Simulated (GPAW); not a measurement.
# How In absorbs and reflects light

Aim: the dielectric function of In, and the optical constants that follow from it.

Program: GPAW 26.7.0. Level of theory: DFT, PBE, plane-wave PAW (GPAW data sets), scalar-relativistic, RPA, optical limit. Results are calculated unless marked as measured.

## 1. The starting structure

It takes space group I4/mmm (No. 139, tetragonal). The conventional cell has a = 3.251 Å, b = 3.251 Å, c = 4.947 Å, α = 90.00°, β = 90.00°, γ = 90.00°. In has 12 In at 3.25 to 3.38 Å nearest.

As a file:

```cif
data_structure
_symmetry_space_group_name_H-M 'I4/mmm'
_symmetry_Int_Tables_number 139
_cell_length_a 3.2509
_cell_length_b 3.2509
_cell_length_c 4.9474
_cell_angle_alpha 90.000
_cell_angle_beta 90.000
_cell_angle_gamma 90.000
_cell_volume 52.29
loop_
_atom_site_label
_atom_site_type_symbol
_atom_site_symmetry_multiplicity
_atom_site_Wyckoff_symbol
_atom_site_fract_x
_atom_site_fract_y
_atom_site_fract_z
_atom_site_occupancy
In1 In 2 a 0.00000 0.00000 0.00000 1
```

## 2. Ground state

The self-consistent density comes first; it also tells whether there is a gap, which decides the occupations and the need for a Drude term.

This step: DFT, PBE, plane-wave PAW (GPAW data sets), scalar-relativistic, ground state (GPAW 26.7.0).

gs.py reads:

```python
from ase import Atoms
from ase.dft.bandgap import bandgap
from gpaw import GPAW, PW, FermiDirac

atoms = Atoms(['In'],
              cell=[[-1.625470000000, 1.625470000000, 2.473700000000],
                    [1.625470000000, -1.625470000000, 2.473700000000],
                    [1.625470000000, 1.625470000000, -2.473700000000]],
              scaled_positions=[[0.000000000000, 0.000000000000, 0.000000000000]],
              pbc=[True, True, True])
atoms.calc = GPAW(mode=PW(500), xc='PBE', kpts={'size': (10, 10, 10), 'gamma': True},
                  occupations=FermiDirac(0.05), maxiter=150, txt='gs.txt')
print('energy (eV)', atoms.get_potential_energy())
print('Fermi level (eV)', atoms.calc.get_fermi_level())
print('valence electrons', atoms.calc.get_number_of_electrons())
print('gap (eV)', bandgap(atoms.calc, output=None)[0])
print('direct gap (eV)', bandgap(atoms.calc, direct=True, output=None)[0])
atoms.calc.write('gs.gpw')
```

Started as:

```console
$ OMP_NUM_THREADS=1 python gs.py
```

Numbers of over 12 decimals in the logs are rounded to 6 here.

The log of the run:

```text
__  _  _
 | _ |_)|_||  |
 |__||  | ||/\| - 26.7.0

Versions:
  Python: 3.12.14
  ASE:    3.29.0
  Numpy:  2.5.5
  Scipy:  1.18.1
  Libxc:  7.0.0

Input parameters:
  mode=PW(ecut=500.0),
  kpts=MonkhorstPack(size=(10, 10, 10), gamma=True),
  maxiter=150,
  occupations=Occupations(name='fermi-dirac', width=0.05, fixmagmom=False),
  xc=XC(name='PBE')

Diagonalizing LCAO Hamiltonian
Converting LCAO to pw mode

       In

Atoms  # Å, Bohr magnetons
|   | symbol |        x |        y |        z |    initial magnetic moments |
| 0 |     In | 0.000000 | 0.000000 | 0.000000 | ( 0.0000,  0.0000,  0.0000) |

Unit cell  # Å
| periodic |         x |         y |         z |  lengths |     angles |
|      yes | -1.625470 |  1.625470 |  2.473700 | 3.376906 | 122.452932 |
|      yes |  1.625470 | -1.625470 |  2.473700 | 3.376906 | 122.452932 |
|      yes |  1.625470 |  1.625470 | -2.473700 | 3.376906 |  85.801437 |

Number of symmetries: 16
Symmetry operations  # r_c * U_cc + t_c -> r_c
|    | kind |            matrix            |
|  0 |  σ   |  1, 1, 1,  0, 0,-1,  0,-1, 0 |
|  1 |  C4  |  1, 1, 1,  0, 0,-1, -1, 0, 0 |
|  2 |  E   |  1, 0, 0,  0, 1, 0,  0, 0, 1 |
|  3 |  σ   |  1, 0, 0,  0, 1, 0, -1,-1,-1 |
|  4 |  σ   |  0, 1, 0,  1, 0, 0,  0, 0, 1 |
|  5 |  C2  |  0, 1, 0,  1, 0, 0, -1,-1,-1 |
|  6 |  C2  |  0, 0, 1, -1,-1,-1,  1, 0, 0 |
|  7 |  S4  |  0, 0, 1, -1,-1,-1,  0, 1, 0 |
|  8 |  C4  |  0, 0,-1,  1, 1, 1,  0,-1, 0 |
|  9 |  σ   |  0, 0,-1,  1, 1, 1, -1, 0, 0 |
| 10 |  σ   |  0,-1, 0, -1, 0, 0,  1, 1, 1 |
| 11 |  C2  |  0,-1, 0, -1, 0, 0,  0, 0,-1 |
| 12 |  C2  | -1, 0, 0,  0,-1, 0,  1, 1, 1 |
| 13 |  i   | -1, 0, 0,  0,-1, 0,  0, 0,-1 |
| 14 |  S4  | -1,-1,-1,  0, 0, 1,  1, 0, 0 |
| 15 |  C2  | -1,-1,-1,  0, 0, 1,  0, 1, 0 |

BZ-sampling:
  Number of BZ points: 1000
  Number of IBZ points: 102

  Monkhorst-Pack size: [10, 10, 10]
  Monkhorst-Pack shift: [0.05, 0.05, 0.05]

K-points  # in reciprocal-cell coordinates
|     |                                coordinates |     weight |
|   0 | (  0.00000000,   0.00000000,   0.00000000) | 0.00100000 |
|   1 | (  0.10000000,  -0.10000000,   0.00000000) | 0.00400000 |
|   2 | (  0.10000000,  -0.10000000,   0.10000000) | 0.00400000 |
|   3 | (  0.10000000,   0.00000000,   0.00000000) | 0.00800000 |
|   4 | (  0.10000000,   0.10000000,  -0.10000000) | 0.00200000 |
|   5 | (  0.20000000,  -0.20000000,   0.00000000) | 0.00400000 |
|   6 | (  0.20000000,  -0.20000000,   0.10000000) | 0.00800000 |
|   7 | (  0.20000000,  -0.20000000,   0.20000000) | 0.00400000 |
|   8 | (  0.20000000,  -0.10000000,   0.00000000) | 0.01600000 |
|   9 | (  0.20000000,  -0.10000000,   0.10000000) | 0.00800000 |
| ... |                                            |            |
| 101 | (  0.50000000,   0.50000000,   0.50000000) | 0.00100000 |

Plane wave coefficients: 680
Cutoff: 500.0 eV

Spin-components: 1 (collinear spins)
Bands:           9
Projectors:      6
Spin-degeneracy: 2
Datatype:        complex128

Parallelization:
  kpt:    1
  domain: 1
  band:   1

Density:
  Valence electrons: 13.0
  Components: 1
  Grid points: [18 18 18]
  Charge: 0.0  # |e|

Potential:
  Grid points: [18 18 18]

species:
  In:
    name:    Indium
    id:
    Z:       49.0
    valence: 13
    core:    36
    charge:  0.0  # [|e|]
    compensation charges:
      type: gauss
      rc: 0.36  # [Å]
      lmax: 2
    cutoffs:
      filter: 2.09  # [Å]
      core: 2.48  # [Å]
    projectors
    | kind |    occ | energy [eV] | rcut [Å] |
    |   5s |  2.000 |      -8.203 |    1.185 |
    |   5p |  1.000 |      -2.521 |    1.244 |
    |   4d | 10.000 |     -18.629 |    1.148 |
    |    s |        |      19.008 |    1.185 |
    |    p |        |      24.691 |    1.244 |
    |    d |        |       8.583 |    1.148 |

    Using partial waves for In as LCAO basis

Reference energy: -159975.419660  # eV

eigensolver:
  PPCG
  Converge bands: occupied
  niter=2

density mixing:
  MSR1-Mixer
  Pratt-step length: 0.05
  Maximum mixing coefficient: 0.75
  Old densities: 10
  SVD Regularization: 0.005
  Good broyden scale: 1.0
  Trust region scale: 1.0
  Backstep threshold: 4.0
  History deletion threshold: 6.0
  Fourier metric: weight=20.0, sigma=0.015

occupation numbers:
  Fermi-Dirac:
    width: 0.0500  # eV

poisson solver:
  ecut: 4000.0  # eV

xc functional:
  name: PBE with 2 nearest neighbor stencil

convergence criteria:
- Maximum [total energy] change in last 3 cyles: 0.0005 eV / valence electron
- Maximum integral of absolute [dens]ity change: 0.0001 electrons / valence electron
- Maximum integral of absolute [eigenst]ate change: 4e-08 eV^2 / valence electron
maximum number of iterations: 150

SCF iterations
|iter     |      energy | eigst |  dens |
|iter:   1||   -2.794953 | -0.45 |       |
|iter:   2||   -2.792113 | -2.26 | -1.57 |
|iter:   3||   -2.765366 | -2.40 | -1.61 |
|iter:   4||   -2.764713 | -3.24 | -2.03 |
|iter:   5||   -2.764854c| -4.20 | -2.60 |
|iter:   6||   -2.764858c| -6.00 | -3.73 |
|iter:   7||   -2.764858c| -6.97 | -4.19c|
|iter:   8||   -2.764858c| -7.71c| -5.14c|

Converged in 8 steps
SCF loop duration: 11.123 s (1.390 s/step)
Energy contributions relative to reference atoms: (reference = -159975.419660)

Energy contributions:
  Kinetic:          11.805763
  Coulomb:         -10.782395
  Zero:              0.188458
  External:          0.000000
  Xc:               -3.975015
  Entropy:          -0.003338
  Spinorbit:         0.000000
  ----------------------------
  Free energy:      -2.766527
  Extrapolated:     -2.764858

dipole moment: (-5.491097, -5.491097, -8.356554)  # |e|*Ang

Fermi level: 6.953
Eigenvalues  # (at kpt = [0.000, 0.000, 0.000])
| band index |      eig [eV] | occ [0-2] |
|          0 |        -7.625 |     2.000 |
|          1 |        -7.523 |     2.000 |
|          2 |        -7.523 |     2.000 |
|          3 |        -7.442 |     2.000 |
|          4 |        -7.330 |     2.000 |
|          5 |        -2.561 |     2.000 |
|          6 |        17.508 |     0.000 |
|          7 |        17.508 |     0.000 |
|          8 |        17.671 |     0.000 |

No gap
No difference between direct/indirect transitions

--- standard output ---
energy (eV) -2.764858
Fermi level (eV) 6.953064
valence electrons 13.0
gap (eV) 0.0
direct gap (eV) 0.0
```

Run time: 13 s. Hardware: 1 thread of Arm Neoverse V1, shared host; peak memory 0.14 GiB.

Read-outs, printed or worked out from the files:

```
energy       : -2.765 eV
Fermi energy : 6.953 eV
electrons    : 13
```

There are states at the Fermi level within the smearing, so the occupations stay smeared and the carriers get a Drude term.

## 3. Bands for the response

At the fixed density, many empty bands are solved on the mesh of the response, since the spectrum sums over them.

This step: DFT, PBE, plane-wave PAW (GPAW data sets), scalar-relativistic, bands at fixed density (GPAW 26.7.0).

nscf.py reads:

```python
from ase.dft.bandgap import bandgap
from gpaw import GPAW, FermiDirac

calc = GPAW('gs.gpw').fixed_density(kpts={'size': (19, 19, 19), 'gamma': True}, nbands=28, convergence={'bands': 22},
                                    occupations=FermiDirac(0.05), txt='nscf.txt')
print('gap (eV)', bandgap(calc, output=None)[0])
print('direct gap (eV)', bandgap(calc, direct=True, output=None)[0])
print('top band over the Fermi level (eV)', min(calc.get_eigenvalues(kpt=k)[21] for k in range(len(calc.get_ibz_k_points()))) - calc.get_fermi_level())
calc.write('full.gpw', mode='all')
```

Started as:

```console
$ OMP_NUM_THREADS=1 python nscf.py
```

The log of the run:

```text
Diagonalizing LCAO Hamiltonian
Converting LCAO to pw mode
convergence criteria:
- Maximum integral of absolute [eigenst]ate change: 4e-08 eV^2 / valence electron
maximum number of iterations: 150

SCF iterations
|iter     |      energy | eigst |  dens |
|iter:   1||             | +3.38 |       |
|iter:   2||             | +1.62 |       |
|iter:   3||             | -0.66 |       |
|iter:   4||             | -2.23 |       |
|iter:   5||             | -4.02 |       |
|iter:   6||             | -5.29 |       |
|iter:   7||             | -6.98 |       |
|iter:   8||             | -7.72c|       |
SCF steps: 8
  __  _  _
 | _ |_)|_||  |
 |__||  | ||/\| - 26.7.0

Versions:
  Python: 3.12.14
  ASE:    3.29.0
  Numpy:  2.5.5
  Scipy:  1.18.1
  Libxc:  7.0.0

Input parameters:
  mode=PW(ecut=500.0),
  convergence={'bands': 22},
  gpts=array([18, 18, 18]),
  kpts=MonkhorstPack(size=(19, 19, 19), gamma=True),
  maxiter=150,
  nbands=28,
  occupations=Occupations(name='fermi-dirac', width=0.05, fixmagmom=False),
  parallel={},
  xc=XC(name='PBE')

--- standard output ---
gap (eV) 0.0
direct gap (eV) 0.0
top band over the Fermi level (eV) 29.083458
```

Elapsed: 3 min, on 1 thread; peak memory 0.36 GiB.

## 4. Dielectric function, RPA

Transitions between filled and empty bands, summed over the zone, give the optical response, so mesh, band count and broadening shape it.

The induced potential is part of this response.

This step: DFT, PBE, plane-wave PAW (GPAW data sets), scalar-relativistic, RPA, optical limit (GPAW 26.7.0).

df.py reads:

```python
from gpaw.response.df import DielectricFunction

df = DielectricFunction('full.gpw', frequencies={'type': 'nonlinear', 'domega0': 0.03, 'omega2': 8},
                        ecut=50,
                        eta=0.15,
                        nbands=22,
                        rate=0.05,
                        txt='df.txt')
for direction in ['x', 'z']:
    df.get_dielectric_function(xc='RPA', direction=direction, filename=f'df_{direction}.csv')
```

Started as:

```console
$ OMP_NUM_THREADS=1 python df.py
```

The log of the run:

```text
Using integrator: PointIntegrator
NonLinearFrequencyDescriptor(from 0.000 to 53.065 eV, 473 points)
Nonperiodic BCs:  [False False False]
Using integrator: PointIntegrator
NonLinearFrequencyDescriptor(from 0.000 to 53.065 eV, 473 points)
Nonperiodic BCs:  [False False False]
Using integrator: PointIntegrator

Calculating chi0 body with:
    Ground state adapter containing:
    Number of spins: 1
    Number of kpoints: 6859
    Number of irreducible kpoints: 550
    Number of completely occupied states: 6
    Number of partially occupied states: 8

    Linear response parametrization:
    q_c: [0.0, 0.0, 0.0]
    Number of frequency points: 473
    Planewave cutoff: 50.0
    Number of bands: 22
    Number of planewaves: 15
    Broadening (eta): 0.15

Integrating chi0 body.

Symmetries of q_c:
    Direct symmetries (Uq -> q): 16
    Indirect symmetries (TUq -> q): 0
In total 16 allowed symmetries.

550 groups of equivalent kpoints. 91.981338% reduction.

Integral kind: spectral function

Calculating chi0 optical extensions with:
    Ground state adapter containing:
    Number of spins: 1
    Number of kpoints: 6859
    Number of irreducible kpoints: 550
    Number of completely occupied states: 6
    Number of partially occupied states: 8

    Linear response parametrization:
    Number of frequency points: 473
    Planewave cutoff: 50.0
    Number of bands: 22
    Number of planewaves: 15
    Broadening (eta): 0.15
Integrating chi0 head and wings.

Symmetries of q_c:
    Direct symmetries (Uq -> q): 16
    Indirect symmetries (TUq -> q): 0
In total 16 allowed symmetries.

550 groups of equivalent kpoints. 91.981338% reduction.

Integral kind: spectral function wings

Calculating drude chi0 with:
    Number of frequency points:473
    Plasma frequency decay rate: 0.05 eV

    Ground state adapter containing:
    Number of spins: 1
    Number of kpoints: 6859
    Number of irreducible kpoints: 550
    Number of completely occupied states: 6
    Number of partially occupied states: 8

Symmetries of q_c:
    Direct symmetries (Uq -> q): 16
    Indirect symmetries (TUq -> q): 0
In total 16 allowed symmetries.

550 groups of equivalent kpoints. 91.981338% reduction.

Integral kind: intraband
Plasma frequency:
[[10.7 -0.j  0.  -0.j  0.  +0.j]
 [ 0.  -0.j 10.7 -0.j  0.  +0.j]
 [ 0.  +0.j  0.  +0.j  9.67-0.j]]
```

It took 34 s on 1 thread; peak memory 0.22 GiB.

Sum at mesh points, not converged in k. Table of Im ε by photon energy; read off at these points:

```tsv
photon energy (eV)	E ∥ x	E ∥ z
0.50	165	131
0.75	64.6	52.4
1.00	42.1	30.8
1.25	31.3	27.8
1.50	34.8	29.2
1.75	23.0	19.1
2.00	13.3	11.8
2.25	12.2	10.9
2.50	8.88	8.19
2.75	6.57	6.83
3.00	4.81	4.38
3.25	3.59	3.27
3.50	3.18	2.64
3.75	2.61	2.55
4.00	2.00	2.03
4.25	1.59	1.59
4.50	1.41	1.31
4.75	1.20	1.16
5.00	1.00	0.968
5.25	0.822	0.868
5.50	0.739	0.735
5.75	0.679	0.651
6.00	0.533	0.494
6.25	0.476	0.447
6.50	0.430	0.442
6.75	0.374	0.372
7.00	0.308	0.303
7.25	0.295	0.286
7.50	0.263	0.238
7.75	0.223	0.206
8.00	0.196	0.195
8.25	0.181	0.167
8.50	0.170	0.153
8.75	0.155	0.145
9.00	0.143	0.117
9.25	0.126	0.105
9.50	0.112	0.109
9.75	0.107	0.0939
10.00	0.0937	0.0816
10.25	0.0868	0.0769
10.50	0.0833	0.0706
10.75	0.0737	0.0699
11.00	0.0635	0.0612
11.25	0.0627	0.0538
11.50	0.0585	0.0525
11.75	0.0542	0.0503
12.00	0.0544	0.0517
12.25	0.0508	0.0523
12.50	0.0537	0.0581
12.75	0.0552	0.0542
13.00	0.0503	0.0490
13.25	0.0447	0.0453
13.50	0.0465	0.0457
13.75	0.0549	0.0537
```

Values under 1 per cm are given as 1; sum at mesh points, not converged in k. Table of absorption coefficient by photon energy:

```tsv
photon energy (eV)	E ∥ x (1/cm)	E ∥ z (1/cm)
0.5	1.1e6	9.3e5
1.0	1.1e6	9.6e5
1.5	1.2e6	1.1e6
2.0	1.3e6	1.1e6
2.5	1.3e6	1.2e6
3.0	1.3e6	1.2e6
3.5	1.3e6	1.2e6
4.0	1.3e6	1.2e6
4.5	1.3e6	1.2e6
5.0	1.3e6	1.1e6
5.5	1.3e6	1.1e6
6.0	1.2e6	1.1e6
6.5	1.2e6	1.1e6
7.0	1.2e6	1.0e6
7.5	1.1e6	9.8e5
8.0	1.1e6	9.2e5
8.5	1.0e6	8.5e5
9.0	9.6e5	7.9e5
9.5	9.0e5	6.9e5
10.0	8.1e5	5.9e5
10.5	7.2e5	4.5e5
11.0	6.0e5	2.7e5
11.5	4.6e5	97545
12.0	2.0e5	68092
12.5	96296	65536
13.0	68566	50352
13.5	52677	43077
```

Sum at mesh points, not converged in k. Table of reflectivity at normal incidence by photon energy; read off at these points:

```tsv
photon energy (eV)	E ∥ x (%)	E ∥ z (%)
0.5	96.7	96.0
1.0	93.9	93.2
1.5	87.0	85.7
2.0	90.2	87.6
2.5	88.9	86.0
3.0	90.0	88.3
3.5	89.2	87.8
4.0	90.0	86.6
4.5	89.7	87.5
5.0	89.9	86.9
5.5	89.7	86.7
6.0	90.2	88.0
6.5	89.5	85.6
7.0	90.3	87.2
7.5	89.4	86.9
8.0	89.8	85.9
8.5	88.7	85.5
9.0	87.9	85.6
9.5	87.9	82.0
10.0	86.8	81.2
10.5	84.5	75.4
11.0	83.6	61.5
11.5	76.8	27.6
12.0	54.5	13.7
12.5	23.2	7.99
13.0	12.3	4.82
13.5	6.15	2.55
```

The loss function −Im 1/ε at q → 0 has structure finer than the step of the table below, so its rows give means over 0.25 eV, whole bins alone (the curve runs from 0.305 to 14.0 eV). Peaks (eV: height): E ∥ x 12.023: 18.4; E ∥ z 11.177: 17.9.

Sum at mesh points, not converged in k. Loss function −Im 1/ε at q → 0 against energy loss; means over each step:

```tsv
energy loss (eV)	E ∥ x	E ∥ z
0.75	0.00155	0.00179
1.00	0.00291	0.00375
1.25	0.00548	0.00783
1.50	0.00823	0.0103
1.75	0.00742	0.00974
2.00	0.00842	0.0121
2.25	0.0107	0.0147
2.50	0.0113	0.0163
2.75	0.0120	0.0177
3.00	0.0124	0.0163
3.25	0.0136	0.0179
3.50	0.0162	0.0212
3.75	0.0171	0.0259
4.00	0.0174	0.0269
4.25	0.0187	0.0277
4.50	0.0213	0.0300
4.75	0.0229	0.0335
5.00	0.0241	0.0369
5.25	0.0254	0.0410
5.50	0.0289	0.0439
5.75	0.0320	0.0475
6.00	0.0318	0.0467
6.25	0.0350	0.0542
6.50	0.0391	0.0655
6.75	0.0417	0.0682
7.00	0.0433	0.0711
7.25	0.0509	0.0830
7.50	0.0550	0.0875
7.75	0.0579	0.0987
8.00	0.0641	0.118
8.25	0.0739	0.131
8.50	0.0867	0.158
8.75	0.0984	0.191
9.00	0.115	0.212
9.25	0.128	0.273
9.50	0.150	0.389
9.75	0.185	0.487
10.00	0.223	0.694
10.25	0.281	1.08
10.50	0.387	2.09
10.75	0.500	4.55
11.00	0.725	11.7
11.25	1.29	13.8
11.50	2.54	5.11
11.75	7.14	2.04
12.00	16.2	1.12
12.25	9.47	0.732
12.50	3.34	0.567
12.75	1.66	0.408
13.00	0.923	0.290
13.25	0.521	0.209
13.50	0.352	0.165
13.75	0.283	0.151
```

Sum at mesh points, not converged in k. Table of Im ε, E ∥ x by photon energy; read off at these points:

```tsv
photon energy (eV)	without local fields	with local fields
0.50	165	165
0.75	64.8	64.6
1.00	42.7	42.1
1.25	32.2	31.3
1.50	36.1	34.8
1.75	23.6	23.0
2.00	13.9	13.3
2.25	12.7	12.2
2.50	9.22	8.88
2.75	6.80	6.57
3.00	4.97	4.81
3.25	3.78	3.59
3.50	3.37	3.18
3.75	2.70	2.61
4.00	2.08	2.00
4.25	1.68	1.59
4.50	1.50	1.41
4.75	1.27	1.20
5.00	1.05	1.00
5.25	0.876	0.822
5.50	0.798	0.739
5.75	0.722	0.679
6.00	0.564	0.533
6.25	0.516	0.476
6.50	0.469	0.430
6.75	0.400	0.374
7.00	0.337	0.308
7.25	0.328	0.295
7.50	0.283	0.263
7.75	0.246	0.223
8.00	0.220	0.196
8.25	0.205	0.181
8.50	0.195	0.170
8.75	0.176	0.155
9.00	0.165	0.143
9.25	0.145	0.126
9.50	0.132	0.112
9.75	0.126	0.107
10.00	0.112	0.0937
10.25	0.103	0.0868
10.50	0.103	0.0833
10.75	0.0899	0.0737
11.00	0.0791	0.0635
11.25	0.0799	0.0627
11.50	0.0734	0.0585
11.75	0.0697	0.0542
12.00	0.0720	0.0544
12.25	0.0659	0.0508
12.50	0.0688	0.0537
12.75	0.0711	0.0552
13.00	0.0648	0.0503
13.25	0.0621	0.0447
13.50	0.0654	0.0465
13.75	0.0744	0.0549
```

Optical constants at common wavelengths, from n + ik = √ε:

```tsv
wavelength (nm)	n x	k x	R (%) x	1/α x	n z	k z	R (%) z	1/α z
1550	2.20	13.326	95.3	9.3 nm	1.79	12.181	95.4	10 nm
1064	1.78	9.243	92.3	9.2 nm	1.74	8.065	90.4	11 nm
800	2.19	7.669	87.3	8.3 nm	1.97	6.922	86.1	9.2 nm
633	1.07	6.430	90.6	7.8 nm	1.05	5.667	88.4	8.9 nm
405	0.51	4.311	90.2	7.5 nm	0.50	3.920	88.5	8.2 nm
248	0.20	2.529	89.9	7.8 nm	0.21	2.255	86.9	8.8 nm
193	0.12	1.842	89.8	8.3 nm	0.14	1.622	86.2	9.5 nm
```

A polished face would reflect 88 % of daylight and look near white (CIE x = 0.313, y = 0.328 under D65).

## 5. Outcome

**Reading.** At this level (PBE, RPA) In is a metal. The mesh is too coarse to trust the carriers' weight, the reflectivity or the colour to better than tens of per cent. A polished face would reflect 88 % of daylight and look near white (CIE x = 0.313, y = 0.328 under D65). The carriers' damping of 0.05 eV is typed, not computed; it shapes the response at the lowest energies. Spin-orbit coupling is left out although heavy atoms are present. GPAW's carrier term has the form −ωp²/(ω + i·rate)², which damps like twice the rate and fails at low energy, so the curves leave the lowest energies out. The sum runs over mesh points 0.14 Å⁻¹ apart with no interpolation, so peaks are partly noise of the mesh, and the Drude plasma energy, a sum over the Fermi surface, isn't converged.

[Machine, clock and banner lines and Python warnings are left out of the logs.]

[Logs are printed without paths, hosts, clocks, repeated set-up lines and the standing remarks that a program may print on its own settings, such as how far it seeks lower states.]

[Hosts, paths, dates, database ids (printed as entryN), source tags and the programs' standing remarks are cut or masked in the printed files.]
